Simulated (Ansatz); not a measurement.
Planning a GW calculation on Si3N4 (I-43d).

```
Si N
1.0
    -3.23735    3.23735    3.23735
     3.23735   -3.23735    3.23735
     3.23735    3.23735   -3.23735
Si N
6 8
Direct
  0.25000 0.12500 0.87500
  0.87500 0.25000 0.12500
  0.75000 0.37500 0.62500
  0.62500 0.75000 0.37500
  0.12500 0.87500 0.25000
  0.37500 0.62500 0.75000
  0.56280 0.56280 0.56280
  0.43720 0.50000 0.00000
  0.50000 0.00000 0.93720
  0.00000 0.43720 0.50000
  0.93720 0.50000 0.00000
  0.06280 0.06280 0.06280
  0.00000 0.93720 0.50000
  0.50000 0.00000 0.43720
```

The cell and positions come from the Crystallography Open Database and are kept as given unless a step says otherwise. This is not the form that Si3N4 usually takes at ambient conditions.

Runs so far (Ansatz 0.2.0, start LDA, PAW set soft_1 files, 4×4×4 mesh). Times are wall times on 1 × NVIDIA H100 80GB HBM3 (shared by 6 runs) with 3 threads of AMD EPYC 7R13 (Zen 3), shared host, good to a factor of about two.

| bands summed | cutoff (eV) | gap on the mesh (eV) | time |
| --- | --- | --- | --- |
| 140 | 50 | 5.285 | 11 s |
| 340 | 100 | 5.423 | 14 s |
| 598 | 150 | 5.574 | 37 s |

**Question.** What should the next rung give, with 1037 bands and screening to 220 eV, and where is the limit?

The error falls about as one over the bands when the cutoff rises with them. A line through the two highest rungs given predicts 5.658 eV; the run gave 5.686 eV, close to it. The two highest rungs put the limit near 5.840 eV, the pair below near 5.772 eV; their difference is a rough measure of what is unsettled in bands and cutoff; the mesh is a separate error.

Gaps are over the mesh's points; an edge off the mesh would be missed. Limits: not at the basis limit.

[Paths, hosts, dates, memory and timing lines, banners, echoed tables and standing remarks are left out of the program output.]

[Logs are printed without paths, hosts, clocks, repeated set-up lines and the standing remarks that a program may print on its own settings, such as how far it seeks lower states.]

[Runs of the session that timed out or met a known fault of the program may be left out.]

[Cells called generated may have been cut or substituted from an entry of the Crystallography Open Database or the Materials Project.]

[Hosts, paths, dates, database ids (printed as entryN), source tags and the programs' standing remarks are cut or masked in the printed files.]
